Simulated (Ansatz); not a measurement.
# AgCl (Chlorargyrite, Fm-3m): a volume series of phonon spectra

Wanted: mode Grüneisen parameters of AgCl (Chlorargyrite) and a free-energy fit over volumes.

Measurements to reproduce:
- volume expansion coefficient 98.7 1e-6/K near room temperature (given in “Descriptors for thermal expansion in solids”, 2017, arXiv:1701.03966)
- heat capacity C_P per formula unit 53 J/mol/K near room temperature (given in “High-Throughput Prediction of Finite-Temperature Properties using the Quasi-Harmonic Approximation”, 2016, arXiv:1603.06924)

Program: Ansatz 0.2.0. Level of theory: DFT LDA, scalar-relativistic, plane waves, PAW. Results are calculated unless marked as measured.

The database entry behind the starting cell differs from later determinations by our own check (an axis about 1.4 % short against later determinations), so it need not match the best structure at ambient conditions.

**1. The starting structure**

Symmetry: Fm-3m, No. 225, cubic system. Conventional cell: a = 5.470 Å, b = 5.470 Å, c = 5.470 Å, α = 90.00°, β = 90.00°, γ = 90.00°. Nearest to Ag lie 6 Cl at 2.73 Å. Nearest to Cl lie 6 Ag at 2.73 Å. Farther neighbours and most contacts between anions are not listed.

**2. Probe on a coarse mesh**

A cheap single point shows whether the cell is a metal or an insulator and how far it is from rest; that sets the k-mesh and the occupations of what follows.

The input, input.yaml:

```yaml
crystal:
  lattice:
    - [0.0, 2.735, 2.735]
    - [2.735, 0.0, 2.735]
    - [2.735, 2.735, 0.0]
  atoms:
    - { symbol: Ag, position: [0.0, 0.0, 0.0] }
    - { symbol: Cl, position: [0.5, 0.5, 0.5] }
kpoints:
  mp_grid: { grid: [6, 6, 6] }
hamiltonian:
  xc: lda
scf:
  occupations: { method: gaussian, width: 0.1 }
output:
  forces: true
  stress: true
  eigenvalues: true
```

Run with:

```sh
$ ansatz run input.yaml --threads 4 --pin off --max-ram 8192MiB --backend cpu --events-out ev --progress --plain --runs-dir out
```

Numbers of over 12 decimals in the logs are rounded to 6 here.

The log of the run:

```text
Engine: ansatz 0.2.0, x86_64-unknown-linux-gnu
Pseudopotentials: kind: paw
Pseudopotential: Ag, paw, valence charge 19, recommended cutoff 420 eV (normal), Ag.paw.azcp
Pseudopotential: Cl, paw, valence charge 7, recommended cutoff 420 eV (normal), Cl.paw.azcp
Functional definition: SPW92
  exchange = slater_x
  correlation = pw_c
Crystal: 2 atoms, lattice volume = 40.917 Å³
Basis set: ecut = 420 eV, 821 PW (Γ)
Bands: 17, of which v1, the nominal top of the filled ones, is band 13 counted from 1 (12 counted from 0)
Symmetry: 48 space group operations
Space group: Fm-3m (ITA 225), of the structure as read, at distance tolerance 3.4e-5 Å
k-points: 16 of 216
Non-local potential: Ag, projectors of the file, l = 0: 3, l = 1: 2, l = 2: 2, l = 3: 1
Non-local potential: Cl, projectors of the file, l = 0: 2, l = 1: 2, l = 2: 2
PAW form: soft (Blöchl's): semilocal exchange-correlation on the pseudo side does not see the compensation charge
PAW frozen core: Ag, regenerated for the run's functional, and the local potential with it (the file was generated under x = pbe(κ = 0.804, μ = 0.219515), c = pbe(β = 0.066725))
PAW frozen core: Cl, regenerated for the run's functional, and the local potential with it (the file was generated under x = pbe(κ = 0.804, μ = 0.219515), c = pbe(β = 0.066725))
PAW one-centre angular grid: Ag, 590 points (default); XC on 64 Gauss nodes
PAW one-centre angular grid: Cl, 110 points (default); XC on 64 Gauss nodes
Initial density: superposition of atomic densities (neutral atoms: chi_scale 0, normalization atom), corrected by the library's trained network
Initial wavefunctions: pseudopotential atomic-orbital guess
Functional: x = slater, c = lda
SCF iter   1: F=—  HF=-8502.911682 eV  |F-HF|=—  |Δ(HF+E_count)|=         —  Δρ=1.18e-2  dr2=5.14e-2  ethr=1.77e-3  ⟨swp⟩=5.4  Hψ=1271  notcnv=0
preconditioner: auto → none  [insulator: Δε(μ)=0.466 eV  Ē_g=10.838 eV  σ=0.100 eV  W_gap=1.00  n_scr=14 (ndim 8)  ℏωp=24.6 eV  f_vac=0.026  D(μ)=0.00/eV (n_scr^D=0)  ε∞_Penn≈6.2]
SCF iter   2: F=—  HF=-8502.896744 eV  |F-HF|=—  |Δ(HF+E_count)|=   1.49e-2  Δρ=4.76e-3  dr2=4.65e-3  ethr=1.98e-4  ⟨swp⟩=2.2  Hψ=584  notcnv=0
SCF iter   3: F=—  HF=-8502.895306 eV  |F-HF|=—  |Δ(HF+E_count)|=   1.44e-3  Δρ=2.00e-3  dr2=8.27e-4  ethr=1.79e-5  ⟨swp⟩=2.2  Hψ=454  notcnv=0
SCF iter   4: F=—  HF=-8502.895084 eV  |F-HF|=—  |Δ(HF+E_count)|=   2.22e-4  Δρ=7.55e-4  dr2=1.55e-4  ethr=3.18e-6  ⟨swp⟩=2.0  Hψ=367  notcnv=0
SCF iter   5: F=—  HF=-8502.895034 eV  |F-HF|=—  |Δ(HF+E_count)|=   4.99e-5  Δρ=9.26e-5  dr2=2.08e-6  ethr=5.96e-7  ⟨swp⟩=2.1  Hψ=391  notcnv=0
SCF iter   6: F=—  HF=-8502.895048 eV  |F-HF|=—  |Δ(HF+E_count)|=   1.37e-5  Δρ=8.46e-6  dr2=1.88e-8  ethr=3.85e-10  ⟨swp⟩=3.5  Hψ=1194  notcnv=0
SCF iter   7: F=-8502.895048 eV  HF=-8502.895048 eV  |F-HF|=2.18e-11  |Δ(HF+E_count)|=   3.91e-9  Δρ=4.76e-7  dr2=5.65e-11  ethr=7.21e-11  ⟨swp⟩=2.0  Hψ=879  notcnv=0
SCF 1 converged in 7 iterations: F = -8502.895048 eV  dr2 = 5.65e-11
  greatest PAW one-centre occupation: 1.002 electrons in one spin orbital (limit 2), on the Ag atom at site 0 (counted from 0), in its partial waves of l = 0
SCF converged after 7 iterations
Free energy (F): -8502.895048 eV
Harris-Foulkes:  -8502.895048 eV  (|F-HF|=2.18e-11)
Internal energy: -8502.895048 eV  (E = F + TS)
E sigma→0 (E₀):  -8502.895048 eV
Entropy (-TS):   -0.000000 eV (-0.000 meV/atom)
Fermi energy:    8.837746 eV
--- Per-component energies (eV) ---
  E_band       = -352.431069
  E_kinetic    = 688.822297
  E_local      = -3150.351803  (includes V_loc(G=0)·N_el)
  E_nonlocal   = 120.717661
  E_hartree    = 1378.964805
  E_xc         = -287.355724
  E_vxc        = -353.135948  (∫ρ·V_xc dr)
  E_paw        = -4398.815510  (= ΣΔE_a)
  E_vpaw       = -416.413293  (= ΣTr[D̂ρ^β])
  E_aug_tail   = 0.000371  (compensation charges beyond the density's cutoff)
  E_ewald      = -2855.792444
  E_core_change = 0.915299  (= ΣΔE_core)
  E_smearing   = -0.000000  (= −TS)
  E_closure    = -0.000000  (closes the sum)
  Σ components = -8502.895048   (vs F -8502.895048, Δ=0.00e0)
--- Forces (eV/Å), atoms counted from 1 ---
  atom   1  Ag    -0.00000000    -0.00000000     0.00000000
  atom   2  Cl     0.00000000    -0.00000000     0.00000000
  max |Σ_I F_I| component: 1.84e-30 eV/Å
--- Stress (GPa, compression-positive) ---
       -3.758366       0.000000       0.000000
        0.000000      -3.758366       0.000000
       -0.000000       0.000000      -3.758366
  P = ⅓ Tr σ = -3.7584 GPa (-37.584 kbar)
--- Band table (eV; the first three rows and the last of 16) ---
  k-point 0: bands = [... 9 lower, 5.8619, 6.0388, 6.0388, 6.0388, 9.1273, 19.0599, 19.0599, 19.0599]
  k-point 1: bands = [... 9 lower, 5.9245, 6.1977, 7.0980, 7.0980, 10.3490, 17.1051, 18.3581, 18.3581]
  k-point 2: bands = [... 9 lower, 6.1327, 6.4342, 8.0903, 8.0903, 11.9705, 15.3474, 16.5718, 16.5718]
  k-point 15: bands = [... 9 lower, 6.3744, 6.3779, 6.4028, 7.0401, 11.8373, 16.0541, 16.5017, 17.2476]
```

Wall time 1.4 s (4 threads of Intel Xeon Platinum 8488C (Sapphire Rapids), shared host); peak memory 0.34 GiB.

The column dr2 measures how far the density is from self-consistency, as an energy; F and HF (Harris–Foulkes) agree once it is small.

This step gave:

| Property | Result |
| --- | --- |
| pressure | -3.758 GPa |
| volume per atom | 20.46 Å³ |
| gap on the k-mesh | 0.6120 eV |

The start is under -3.8 GPa at this level and looks like an insulator or semiconductor on this mesh.

**3. Relaxation**

The vibrations must be taken about the equilibrium of this functional, not about the starting cell, so the structure is relaxed.

input.yaml, the sections that differ from step 2:

```yaml
kpoints:
  mp_grid: { grid: [8, 8, 8] }
scf:
  occupations: { method: gaussian, width: 0.02 }
output:
  forces: true
  stress: true
  eigenvalues: true
  write_density: true
  write_potential: true
  elf: true
  volumetric_format: npy
relax:
  adjacent_minimum: "off"
  f_tol: 0.005
  max_steps: 80
  cell: { stress_tol: 0.05 }
# crystal, hamiltonian: as in step 2
```

The log of the run:

```text
[...]
Crystal: 2 atoms, lattice volume = 40.917 Å³
Basis set: ecut = 420 eV, 821 PW (Γ)
Bands: 17, of which v1, the nominal top of the filled ones, is band 13 counted from 1 (12 counted from 0)
Symmetry: 48 space group operations
[...]
k-points: 29 of 512
[...]
SCF iter   1: F=—  HF=-8502.912595 eV  |F-HF|=—  |Δ(HF+E_count)|=         —  Δρ=1.18e-2  dr2=5.18e-2  ethr=1.77e-3  ⟨swp⟩=5.4  Hψ=2396  notcnv=0
[...]
SCF iter   7: F=-8502.895860 eV  HF=-8502.895860 eV  |F-HF|=2.18e-11  |Δ(HF+E_count)|=   4.49e-9  Δρ=4.94e-7  dr2=5.92e-11  ethr=7.94e-11  ⟨swp⟩=5.4  Hψ=2677  notcnv=0
SCF 1 converged in 7 iterations: F = -8502.895860 eV  dr2 = 5.92e-11
[...]
relax step   1: F+E_penalty+E_count = -8502.89586041 eV  Δ(F+E_penalty+E_count) = +0.000e0 eV  max|allowed force component| = 1.709e-29 eV/Å  Δτ_max = 0.0000 Å  P = -3.772 GPa  Ω = 40.917 Å³  (7 SCF iters, dr2 threshold 1.00e-7 eV, accepted)
Crystal: 2 atoms, lattice volume = 37.961 Å³
Basis set: ecut = 420 eV, 725 PW (Γ)
[...]
iter 1 solved again at ethr=5.02e-6 eV; its pass at ethr=3.10e-3 eV (dr2=1.31e-3 eV) is discarded
[...]
SCF iter   6: F=-8502.927215 eV  HF=-8502.927215 eV  |F-HF|=1.11e-9  |Δ(HF+E_count)|=   7.96e-8  Δρ=4.55e-6  dr2=5.28e-9  ethr=7.69e-10  ⟨swp⟩=8.2  Hψ=2880  notcnv=0
SCF 2 converged in 6 iterations: F = -8502.927215 eV  dr2 = 5.28e-9
relax step   2: F+E_penalty+E_count = -8502.92721525 eV  Δ(F+E_penalty+E_count) = -3.135e-2 eV  max|allowed force component| = 3.320e-30 eV/Å  Δτ_max = 0.0000 Å  P = +0.764 GPa  Ω = 37.961 Å³  energy of the carried Pulay correction = +2.689e-4 eV  (6 SCF iters, dr2 threshold 2.00e-7 eV, accepted)
Crystal: 2 atoms, lattice volume = 38.429 Å³
Basis set: ecut = 420 eV, 749 PW (Γ)
[...]
SCF iter   4: F=-8502.928116 eV  HF=-8502.928116 eV  |F-HF|=2.57e-9  |Δ(HF+E_count)|=   4.13e-7  Δρ=7.13e-6  dr2=9.41e-9  ethr=7.69e-10  ⟨swp⟩=6.9  Hψ=3149  notcnv=0
SCF 3 converged in 4 iterations: F = -8502.928116 eV  dr2 = 9.41e-9
relax step   3: F+E_penalty+E_count = -8502.92811588 eV  Δ(F+E_penalty+E_count) = -9.006e-4 eV  max|allowed force component| = 2.367e-30 eV/Å  Δτ_max = 0.0000 Å  P = -0.106 GPa  Ω = 38.429 Å³  energy of the carried Pulay correction = +2.250e-4 eV  (4 SCF iters, dr2 threshold 2.00e-7 eV, accepted)
[...]
relax step   4: F+E_penalty+E_count = -8502.92814093 eV  Δ(F+E_penalty+E_count) = -2.504e-5 eV  max|allowed force component| = 2.840e-29 eV/Å  Δτ_max = 0.0000 Å  P = -0.002 GPa  Ω = 38.371 Å³  energy of the carried Pulay correction = +2.304e-4 eV  (3 SCF iters, dr2 threshold 2.83e-8 eV, accepted)
[...]
SCF iter   6: F=-8502.927860 eV  HF=-8502.927860 eV  |F-HF|=0.00e0  |Δ(HF+E_count)|=  3.64e-12  Δρ=3.15e-8  dr2=1.05e-13  ethr=1.00e-12  ⟨swp⟩=5.0  Hψ=1960  notcnv=0
SCF 5 converged in 6 iterations: F = -8502.927860 eV  dr2 = 1.05e-13
relax step   5: F+E_penalty+E_count = -8502.92785996 eV  Δ(F+E_penalty+E_count) = +2.810e-4 eV  max|allowed force component| = 2.235e-29 eV/Å  Δτ_max = 0.0000 Å  P = +0.003 GPa  Ω = 38.371 Å³  stress off target by 2.51e-3 GPa  SCF on the basis re-selected at this cell (its energy is not comparable with the rows above)  (6 SCF iters)
basis re-selected at this cell: Δ(F+E_penalty+E_count) = +2.810e-4 eV, ΔP = +0.005 GPa vs the last step (what re-selecting the basis moved, of the pressure what is left beyond the Pulay correction that the steps carried, after the strain that the cell walked since its last selection, with what the two solves' SCF thresholds leave and, on support functions, any second-order correction that the steps lacked; it is no m [...]
SCF converged after 6 iterations
Free energy (F): -8502.927860 eV
[...]
Internal energy: -8502.927860 eV  (E = F + TS)
E sigma→0 (E₀):  -8502.927860 eV
Fermi energy:    10.009939 eV
[...]
--- Stress (GPa, compression-positive) ---
        0.002508       0.000000      -0.000000
        0.000000       0.002508       0.000000
       -0.000000       0.000000       0.002508
  P = ⅓ Tr σ = 0.0025 GPa (0.025 kbar)
--- Band table (eV; the first three rows and the last of 29) ---
  k-point 0: bands = [... 9 lower, 6.7387, 6.9417, 6.9417, 6.9417, 10.3226, 20.2021, 20.2021, 20.2021]
  k-point 1: bands = [... 9 lower, 6.7643, 7.0743, 7.7911, 7.7911, 11.1310, 18.8146, 19.9095, 19.9095]
  k-point 2: bands = [... 9 lower, 6.9319, 7.2501, 8.7041, 8.7041, 12.5233, 17.2198, 18.5602, 18.5602]
  k-point 28: bands = [... 9 lower, 7.2824, 7.3411, 7.3763, 8.1651, 13.8171, 17.3519, 17.3519, 17.4719]
--- Relaxed structure (4 steps of the walk, 4 accepted, 1 SCFs on fresh bases) ---
  F+E_penalty+E_count = -8502.92785996 eV   max|allowed force component| = 2.235e-29 eV/Å   (the final SCF, on the basis selected at the relaxed cell)
  cell:  # Å, volume = 38.3714 Å³
    - [0, 2.677068, 2.677068]
    - [2.677068, 0, 2.677068]
    - [2.677068, 2.677068, 0]
  atoms:
    - { symbol: Ag, position: [0, 0, 0] }
    - { symbol: Cl, position: [0.500000, 0.500000, 0.500000] }
```

The job ended after 1.7 s (4 threads; peak memory 0.39 GiB).

Relaxation path:

| step | energy less that of the first step (eV) | largest force component (eV/Å) | pressure (GPa) | volume (Å³) |
| --- | --- | --- | --- | --- |
| 1 | 0.0000 | 0.0000 | -3.77 | 40.92 |
| 2 | -0.0314 | 0.0000 | 0.76 | 37.96 |
| 3 | -0.0323 | 0.0000 | -0.11 | 38.43 |
| 4 | -0.0323 | 0.0000 | 0.00 | 38.37 |
| 5* | -0.0320 | 0.0000 | 0.00 | 38.37 |

Relaxation steps marked * repeat the geometry before them on a plane-wave basis chosen anew for their cell, so energy and pressure can jump there.

Forces are held to the 48 operations that the run works with; a distortion that breaks them can't arise in this run.

| conventional cell, symmetrised | before | after | change |
| --- | --- | --- | --- |
| a (Å) | 5.470 | 5.354 | -2.1 % |
| b (Å) | 5.470 | 5.354 | -2.1 % |
| c (Å) | 5.470 | 5.354 | -2.1 % |
| volume (Å³/atom) | 20.46 | 19.19 | -6.2 % |

The relaxed structure:

```
Ag Cl
1.0
     0.00000    2.67707    2.67707
     2.67707    0.00000    2.67707
     2.67707    2.67707    0.00000
Ag Cl
1 1
Direct
  0.00000 0.00000 0.00000
  0.50000 0.50000 0.50000
```

Numbers from this step:

| Item | Value |
| --- | --- |
| pressure | 0.002508 GPa |
| gap on the k-mesh | 0.6267 eV |
| volume per atom | 19.19 Å³ |

ELF in the ac plane of the conventional cell at fractional y = 0.000, with atoms of Ag and Cl within 0.2 Å of it. It is the smooth field of the valence electrons, not physical close to the nuclei.

Ten even steps from '0' (0.06) to '9' (0.84), each cell a mean:
```
863149968972257
642038999961135
210014787620012
211001122100012
774100122100267
998302455311699
699414687522798
489414798522896
899413676411799
997201344201489
542000111000134
110002444310001
431027999841023
753149989971146
974159846972268
```
Columns run along a (5.4 Å), rows up along c (5.4 Å), edges of the conventional cell, whose origin can differ from the input's. Atoms in or near the plane, at fractional coordinates: Ag at (0.00, 0.00), Ag at (0.50, 0.50), Cl at (0.50, 0.00), Cl at (0.00, 0.50).

Electrostatic potential energy in the ac plane of the conventional cell at fractional y = 0.000, with atoms of Ag and Cl within 0.2 Å of it. With pseudopotentials it is smooth inside the atoms' cores, unlike the true potential.

Ten even steps from '0' (-43 eV) to '9' (14 eV), each cell a mean:
```
236996100489742
457998534799864
789999988999987
999999999999999
899999877899998
358997544689974
017996322479840
016985312479830
137996433589951
679998656799986
999999989999999
899999999999999
578999767899976
347997311599853
135896100389742
```
Columns run along a (5.4 Å; values clipped at the 3rd and 97th percentile), rows up along c (5.4 Å), edges of the conventional cell, whose origin can differ from the input's. Atoms in or near the plane, at fractional coordinates: Ag at (0.00, 0.00), Ag at (0.50, 0.50), Cl at (0.50, 0.00), Cl at (0.00, 0.50).

Valence density in the ac plane of the conventional cell at fractional y = 0.000, with atoms of Ag and Cl within 0.2 Å of it. It is the smooth field of the valence electrons, not physical close to the nuclei.

Values in e/Å³, 15 rows by 15 columns, each cell a mean:
```
15  8  2  0  0  1  2  1  1  1  1  0  1  4 12
 5  3  1  0  0  1  1  2  1  1  0  0  0  1  4
 1  1  0  0  0  0  0  1  1  0  0  0  0  0  1
 0  0  0  0  0  0  0  0  0  0  0  0  0  0  0
 1  0  0  0  0  0  1  1  1  0  0  0  0  0  1
 2  1  1  0  0  1  3  5  4  1  0  0  0  1  1
 1  2  1  0  0  2  8 15 12  4  1  0  1  1  1
 0  2  1  0  0  2 10 19 15  5  1  0  1  2  1
 2  2  1  0  0  1  5 10  8  3  1  0  0  1  2
 1  1  0  0  0  0  1  2  2  1  0  0  0  1  1
 0  0  0  0  0  0  0  0  0  0  0  0  0  0  0
 0  0  0  0  0  0  0  0  0  0  0  0  0  0  0
 2  1  0  0  0  0  1  1  1  1  0  0  0  1  2
10  5  1  0  0  1  2  2  2  1  0  0  1  3  8
18 10  2  0  0  1  2  0  1  2  1  0  1  5 15
```
Columns run along a (5.4 Å), rows up along c (5.4 Å), edges of the conventional cell, whose origin can differ from the input's. Atoms in or near the plane, at fractional coordinates: Ag at (0.00, 0.00), Ag at (0.50, 0.50), Cl at (0.50, 0.00), Cl at (0.00, 0.50).

The relaxation ends with a pressure of 0.00 GPa.

**4. Relaxing to small residual forces and stress**

The relaxation is repeated with tighter thresholds on force and stress, since phonons are sensitive to what is left; a change of mesh or smearing in the input moves the cell too.

The input, input.yaml:

```yaml
crystal:
  lattice:
    - [0.0, 2.6770675469, 2.6770675469]
    - [2.6770675469, 0.0, 2.6770675469]
    - [2.6770675469, 2.6770675469, 0.0]
  atoms:
    - { symbol: Ag, position: [0.0, 0.0, 0.0] }
    - { symbol: Cl, position: [0.5, 0.5, 0.5] }
kpoints:
  mp_grid: { grid: [8, 8, 8] }
hamiltonian:
  xc: lda
scf:
  occupations: { method: fixed }
output:
  forces: true
  stress: true
  eigenvalues: true
relax:
  adjacent_minimum: "off"
  f_tol: 0.001
  max_steps: 60
  cell: { stress_tol: 0.01 }
```

The log of the run:

```text
[...]
Crystal: 2 atoms, lattice volume = 38.371 Å³
Basis set: ecut = 420 eV, 749 PW (Γ)
Bands: 17, of which v1, the nominal top of the filled ones, is band 13 counted from 1 (12 counted from 0)
Symmetry: 48 space group operations
[...]
k-points: 29 of 512
[...]
k-point 28: bands = [... 9 lower, 7.2824, 7.3411, 7.3763, 8.1651, 13.8171, 17.3519, 17.3519, 17.4719]
--- Relaxed structure (1 steps of the walk, 1 accepted, 1 SCFs on fresh bases) ---
[...]
cell:  # Å, volume = 38.3714 Å³
    - [0.0, 2.6770675469, 2.6770675469]
    - [2.6770675469, 0.0, 2.6770675469]
    - [2.6770675469, 2.6770675469, 0.0]
  atoms:
    - { symbol: Ag, position: [0.0, 0.0, 0.0] }
    - { symbol: Cl, position: [0.5, 0.5, 0.5] }
[key lines of the parts left out:]
SCF converged after 5 iterations
Free energy (F): -8502.927860 eV
Fermi energy:    9.695937 eV
P = ⅓ Tr σ = 0.0025 GPa (0.025 kbar)
```

Wall time 1.8 s (4 threads); peak memory 0.37 GiB.

Little changed from the start: no atom moved by 0.005 Å and no cell edge by 0.1 %.

The residual pressure is 0.0025 GPa, small enough for phonons.

[end of part 1 of 4]

[Logs are printed without paths, hosts, clocks, repeated set-up lines and the standing remarks that a program may print on its own settings, such as how far it seeks lower states.]

[Hosts, paths, dates, database ids (printed as entryN), source tags and the programs' standing remarks are cut or masked in the printed files.]

[A step with changed settings may run another functional than the one named; its input shows which.]

[Of the runs on displaced cells, only some may be shown.]
